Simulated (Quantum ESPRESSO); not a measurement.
# CrSiTe3: parallel and opposed starts, part 2 of 2

Does CrSiTe3 prefer parallel or opposed moments?

Quantum ESPRESSO 7.5; PBEsol; plane waves with GBRV 1.5 PBEsol potentials, no spin-orbit coupling.

So far, absolute magnetization (μB): step 2 (run 1 (ferro ++)) 7.81.

### Step 3. Start 2: antiferro +−

pw.in

```
&CONTROL
  calculation = 'scf'
  prefix = 'pwscf'
  outdir = './tmp'
  pseudo_dir = './pseudo'
  disk_io = 'nowf'
/
&SYSTEM
  ibrav = 0
  nat = 10
  ntyp = 4
  ecutwfc = 40
  ecutrho = 280
  nbnd = 49
  occupations = 'smearing'
  smearing = 'fd'
  degauss = 0.00367493
  nspin = 2
  starting_magnetization(1) = 0.2143
  starting_magnetization(2) = -0.2143
  starting_magnetization(3) = 0
  starting_magnetization(4) = 0
/
&ELECTRONS
  conv_thr = 2d-08
  electron_maxstep = 150
  mixing_beta = 0.3
/
ATOMIC_SPECIES
Cr1    51.9961 cr_pbesol_v1.5.uspp.F.UPF
Cr2    51.9961 cr_pbesol_v1.5.uspp.F.UPF
Si     28.0850 si_pbesol_v1.uspp.F.UPF
Te    127.6000 te_pbesol_v1.uspp.F.UPF
CELL_PARAMETERS angstrom
   3.4152614328    1.9718021076    7.2576780084
  -3.4152614328    1.9718021076    7.2576780084
   0.0000000000   -3.9436042152    7.2576780084
ATOMIC_POSITIONS crystal
Cr1     0.6661873000    0.6661873000    0.6661873000
Cr2     0.3338127000    0.3338127000    0.3338127000
Si      0.0522024200    0.0522024200    0.0522024200
Si      0.9477975800    0.9477975800    0.9477975800
Te      0.7211835100    0.0776504400    0.4397477900
Te      0.4397477900    0.7211835100    0.0776504400
Te      0.0776504400    0.4397477900    0.7211835100
Te      0.9223495600    0.5602522100    0.2788164900
Te      0.5602522100    0.2788164900    0.9223495600
Te      0.2788164900    0.9223495600    0.5602522100
K_POINTS automatic
4 4 4 0 0 0
```

Command:

```console
$ OMP_NUM_THREADS=1 mpirun -n 4 pw.x -nk 4 -in pw.in > pw.out
```

Output:

```text
[banner, memory and clock lines left out]
Program PWSCF v.7.5 starts

     Message from routine setup:
     using ibrav=0 with symmetry is DISCOURAGED, use correct ibrav instead

     bravais-lattice index     =            0
     lattice parameter (alat)  =      15.6089  a.u.
     unit-cell volume          =    1978.9409 (a.u.)^3
     number of atoms/cell      =           10
     number of atomic types    =            4
     number of electrons       =        72.00
     number of Kohn-Sham states=           49
     kinetic-energy cutoff     =      40.0000  Ry
     charge density cutoff     =     280.0000  Ry
     scf convergence threshold =      2.0E-08
     mixing beta               =       0.3000
     number of iterations used =            8  plain     mixing
     Exchange-correlation= SLA  PW   PSX  PSC
                           (   1   4  10   8   0   0   0)

     celldm(1)=  15.608944  celldm(2)=   0.000000  celldm(3)=   0.000000
     celldm(4)=   0.000000  celldm(5)=   0.000000  celldm(6)=   0.000000

     crystal axes: (cart. coord. in units of alat)
               a(1) = (   0.413475   0.238720   0.878664 )
               a(2) = (  -0.413475   0.238720   0.878664 )
               a(3) = (   0.000000  -0.477440   0.878664 )

     reciprocal axes: (cart. coord. in units 2 pi/alat)
               b(1) = (  1.209263  0.698168  0.379364 )
               b(2) = ( -1.209263  0.698168  0.379364 )
               b(3) = ( -0.000000 -1.396336  0.379364 )

     PseudoPot. # 1 for Cr read from file:
     cr_pbesol_v1.5.uspp.F.UPF
     Pseudo is Ultrasoft + core correction, Zval = 14.0

     PseudoPot. # 2 for Cr read from file:
     cr_pbesol_v1.5.uspp.F.UPF
     Pseudo is Ultrasoft + core correction, Zval = 14.0

     PseudoPot. # 3 for Si read from file:
     si_pbesol_v1.uspp.F.UPF
     Pseudo is Ultrasoft + core correction, Zval =  4.0

     PseudoPot. # 4 for Te read from file:
     te_pbesol_v1.uspp.F.UPF
     Pseudo is Ultrasoft + core correction, Zval =  6.0

     atomic species   valence    mass     pseudopotential
     Cr1              14.00    51.99610     Cr( 1.00)
     Cr2              14.00    51.99610     Cr( 1.00)
     Si                4.00    28.08500     Si( 1.00)
     Te                6.00   127.60000     Te( 1.00)

     Starting magnetic structure
     atomic species   magnetization
     Cr1             0.214
     Cr2            -0.214
     Si              0.000
     Te              0.000

      3 Sym. Ops. (no inversion) found

   Cartesian axes

     site n.     atom                  positions (alat units)
         1        Cr1    tau(   1) = (  -0.0000000   0.0000000   1.7560653  )
         2        Cr2    tau(   2) = (   0.0000000   0.0000000   0.8799280  )
         3        Si     tau(   3) = (  -0.0000000  -0.0000000   0.1376052  )
         4        Si     tau(   4) = (  -0.0000000  -0.0000000   2.4983881  )
         5        Te     tau(   5) = (   0.2660849  -0.0192555   1.0882977  )
         6        Te     tau(   6) = (  -0.1163666   0.2400640   1.0882977  )
         7        Te     tau(   7) = (  -0.1497182  -0.2208085   1.0882977  )
         8        Te     tau(   8) = (   0.1497182   0.2208085   1.5476956  )
         9        Te     tau(   9) = (   0.1163666  -0.2400640   1.5476956  )
        10        Te     tau(  10) = (  -0.2660849   0.0192555   1.5476956  )

     number of k points=    14  Fermi-Dirac smearing, width (Ry)=  0.0037
                       cart. coord. in units 2pi/alat
        k(    1) = (   0.0000000   0.0000000   0.0000000), wk =   0.0156250
        k(    2) = (  -0.0000000  -0.3490841   0.0948409), wk =   0.0937500
        k(    3) = (   0.0000000   0.6981682  -0.1896818), wk =   0.0468750
        k(    4) = (  -0.3023157  -0.1745421   0.1896818), wk =   0.0937500
        k(    5) = (  -0.3023157   0.8727103  -0.0948409), wk =   0.0937500
        [... 9 further k-points ...]

     Dense  grid:   156649 G-vectors     FFT dimensions: (  90,  90,  90)

     Smooth grid:    67585 G-vectors     FFT dimensions: (  64,  64,  64)

     Generating pointlists ...
     new r_m :   0.1395 (alat units)  2.1774 (a.u.) for type    1
     new r_m :   0.1395 (alat units)  2.1774 (a.u.) for type    2
     new r_m :   0.1135 (alat units)  1.7720 (a.u.) for type    3
     new r_m :   0.1261 (alat units)  1.9684 (a.u.) for type    4

     Initial potential from superposition of free atoms

     starting charge      69.9975, renormalised to      72.0000

     negative rho (up, down):  7.830E-04 7.830E-04
     Starting wfcs are   52 randomized atomic wfcs

     Self-consistent Calculation

     iteration #  1     ecut=    40.00 Ry     beta= 0.30
     Davidson diagonalization with overlap
     ethr =  1.00E-02,  avg # of iterations =  3.4

     negative rho (up, down):  6.525E-04 6.524E-04

     total energy              =    -527.92529957 Ry
     estimated scf accuracy    <       2.01256064 Ry

     total magnetization       =    -0.00 Bohr mag/cell
     absolute magnetization    =     6.89 Bohr mag/cell

     iteration #  2     ecut=    40.00 Ry     beta= 0.30
     Davidson diagonalization with overlap
     ethr =  2.80E-03,  avg # of iterations =  3.2

     negative rho (up, down):  7.379E-04 7.380E-04

     total energy              =    -527.90420024 Ry
     estimated scf accuracy    <       7.46109232 Ry

     total magnetization       =     0.01 Bohr mag/cell
     absolute magnetization    =     3.87 Bohr mag/cell

     [... further iterations left out ...]

     iteration # 14     ecut=    40.00 Ry     beta= 0.30
     Davidson diagonalization with overlap
     ethr =  1.52E-10,  avg # of iterations =  4.0

     negative rho (up, down):  3.941E-03 3.941E-03

     total energy              =    -528.58513983 Ry
     estimated scf accuracy    <       0.00000003 Ry

     total magnetization       =     0.00 Bohr mag/cell
     absolute magnetization    =     7.38 Bohr mag/cell

     iteration # 15     ecut=    40.00 Ry     beta= 0.30
     Davidson diagonalization with overlap
     ethr =  3.66E-11,  avg # of iterations =  3.1

     negative rho (up, down):  3.942E-03 3.942E-03

     Magnetic moment per site  (integrated on atomic sphere of radius R)
     atom   1 (R=0.139)  charge= 12.5356  magn=  3.0197
     atom   2 (R=0.139)  charge= 12.5356  magn= -3.0197
     atom   3 (R=0.114)  charge=  1.6158  magn= -0.0002
     atom   4 (R=0.114)  charge=  1.6158  magn=  0.0002
     atom   5 (R=0.126)  charge=  2.6736  magn= -0.0006
     atom   6 (R=0.126)  charge=  2.6736  magn= -0.0006
     atom   7 (R=0.126)  charge=  2.6736  magn= -0.0006
     atom   8 (R=0.126)  charge=  2.6736  magn=  0.0006
     atom   9 (R=0.126)  charge=  2.6736  magn=  0.0006
     atom  10 (R=0.126)  charge=  2.6736  magn=  0.0006

     End of self-consistent calculation

     [... lines left out ...]
     the Fermi energy is     6.0243 ev

!    total energy              =    -528.58513989 Ry
     estimated scf accuracy    <          5.9E-09 Ry
     smearing contrib. (-TS)   =      -0.00000781 Ry
     internal energy E=F+TS    =    -528.58513208 Ry

     The total energy is F=E-TS. E is the sum of the following terms:
     one-electron contribution =    -348.12006495 Ry
     hartree contribution      =     196.89346130 Ry
     xc contribution           =    -139.15912706 Ry
     ewald contribution        =    -238.19940137 Ry

     total magnetization       =     0.00 Bohr mag/cell
     absolute magnetization    =     7.38 Bohr mag/cell

     convergence has been achieved in  15 iterations
```

Wall time 2 min (4 MPI ranks of Intel Xeon Platinum 8488C (Sapphire Rapids), shared host); peak memory 1.4 GiB.

Spin moment in the atom's sphere by atom:

```csv
atom,spin moment in the atom's sphere (μB)
Cr1,3.02
Cr2,-3.02
Si3,0.00
Si4,0.00
Te5,0.00
Te6,0.00
Te7,0.00
Te8,0.00
Te9,0.00
Te10,0.00
```

Read from the output:

| Item | Value |
| --- | --- |
| smearing term TS | 1.06e-4 eV |
| magnetization | 0 μB |
| absolute magnetization | 7.381 μB |
| final state | antiferromagnetic |

Spin density in the ac plane of the conventional cell at fractional y = 0.000, with atoms of Cr and Si and Te within 0.2 Å of it.

Values in e/Å³, 13 rows by 16 columns, each cell a mean:
```
 0.0  0.0  0.0  0.0  0.0  0.0  0.0  0.0  0.0  0.0  0.0  0.0  0.0  0.0  0.0  0.0
 0.0  0.0  0.0  0.0  0.0  0.0  0.0  0.0  0.0  0.0  0.0  0.0  0.0  0.0  0.0  0.0
 0.0  0.0  0.0  0.0  0.0  0.0  0.0  0.0  0.0  0.0  0.0  0.0  0.0  0.0  0.0  0.0
-0.2 -0.1  0.0  0.0  0.0  0.0  0.0  0.0  0.0  0.0  0.0  0.0  0.0  0.0  0.0 -0.1
-1.8 -0.6 -0.1  0.0  0.0  0.0  0.0  0.0  0.0  0.0  0.0  0.0  0.0 -0.1 -0.3 -1.4
 0.0  0.0  0.0  0.0  0.0  0.0  0.0  0.0  0.0  0.0  0.0  0.0  0.0  0.0  0.0  0.0
 0.0  0.0  0.0  0.0  0.0  0.0  0.0  0.0  0.0  0.0  0.0  0.0  0.0  0.0  0.0  0.0
 0.0  0.0  0.0  0.0  0.0  0.0  0.0  0.0  0.0  0.0  0.0  0.0  0.0  0.0  0.0  0.0
 1.9  0.6  0.1  0.0  0.0  0.0  0.0  0.0  0.0  0.0  0.0  0.0  0.0  0.1  0.3  1.4
 0.1  0.0  0.0  0.0  0.0  0.0  0.0  0.0  0.0  0.0  0.0  0.0  0.0  0.0  0.0  0.1
 0.0  0.0  0.0  0.0  0.0  0.0  0.0  0.0  0.0  0.0  0.0  0.0  0.0  0.0  0.0  0.0
 0.0  0.0  0.0  0.0  0.0  0.0  0.0  0.0  0.0  0.0  0.0  0.0  0.0  0.0  0.0  0.0
 0.0  0.0  0.0  0.0  0.0  0.0  0.0  0.0  0.0  0.0  0.0  0.0  0.0  0.0  0.0  0.0
```
Columns run along a (6.8 Å), rows up along c (21.8 Å), edges of the conventional cell, whose origin can differ from the input's. Atoms in or near the plane, at fractional coordinates: Cr at (0.00, 0.33), Cr at (0.00, 0.67), Si at (0.00, 0.95), Si at (0.00, 0.05), Te at (0.31, 0.25), Te at (0.34, 0.59), Te at (0.36, 0.92), Te at (0.64, 0.08), Te at (0.66, 0.41), Te at (0.69, 0.75).

Valence density in the ac plane of the conventional cell at fractional y = 0.000, with atoms of Cr and Si and Te within 0.2 Å of it. It is the smooth field of the valence electrons, not physical close to the nuclei.

Ten steps, logarithmic in the rise over the least value, from '0' (0.01 × 1e0 e/Å³) to '9' (7.58 × 1e0 e/Å³), each cell a mean:
```
4333233332110011233
4344433334210012333
2223343343210001122
0000112221000000000
0000000000122321100
0111000012343334311
2221100012333334322
9952111111222333379
9843333322110011369
2234433343210011122
0123433332100000000
0001122210000000000
0000000000122221100
0111000012343344210
2221100012333334322
9952111111222332379
9843333322100011369
2234433343210011122
0123433332100000100
0001122210000000000
0000000001223221000
2221000013433343322
5232100123433344433
4332101112233222334
```
Columns run along a (6.8 Å), rows up along c (21.8 Å), edges of the conventional cell, whose origin can differ from the input's. Atoms in or near the plane, at fractional coordinates: Cr at (0.00, 0.33), Cr at (0.00, 0.67), Si at (0.00, 0.95), Si at (0.00, 0.05), Te at (0.31, 0.25), Te at (0.34, 0.59), Te at (0.36, 0.92), Te at (0.64, 0.08), Te at (0.66, 0.41), Te at (0.69, 0.75).

### Step 4. Energies of the orders

An order is kept where moments of 0.15 μB or more survive with the typed signs; meshes match where a doubled cell samples the same k points as the first cell.

Orders:

```csv
start,final state,typed order kept,energy over the lowest (meV a seeded atom),largest site moment (μB),net moment (μB a cell of the first run),mesh matched,CPU time (s)
ferro ++,ferromagnetic,yes,0,3.102,6,yes,417.8
antiferro +-,antiferromagnetic,yes,25.52,3.02,0,yes,468.5
```

### Step 5. What came out

```yaml
lowest_state_found: ferromagnetic (from ferro ++)
largest_site_moment: 3.10 μB
next_state_with_moments: antiferromagnetic, 25.5 meV a seeded atom higher
```

What this shows: Only these 2 starts were compared; other wavevectors, canted and longer-period orders were not.

[Logs and program files are shortened in this print: banners, set-up blocks, solver, clock and traceback lines can be left out without a mark of their own.]

[Logs are printed without paths, hosts, clocks, repeated set-up lines and the standing remarks that a program may print on its own settings, such as how far it seeks lower states.]

[Hosts, paths, dates, database ids (printed as entryN), source tags and the programs' standing remarks are cut or masked in the printed files.]

[Where a cell is said to come from a database of computed structures, the database is the Materials Project.]
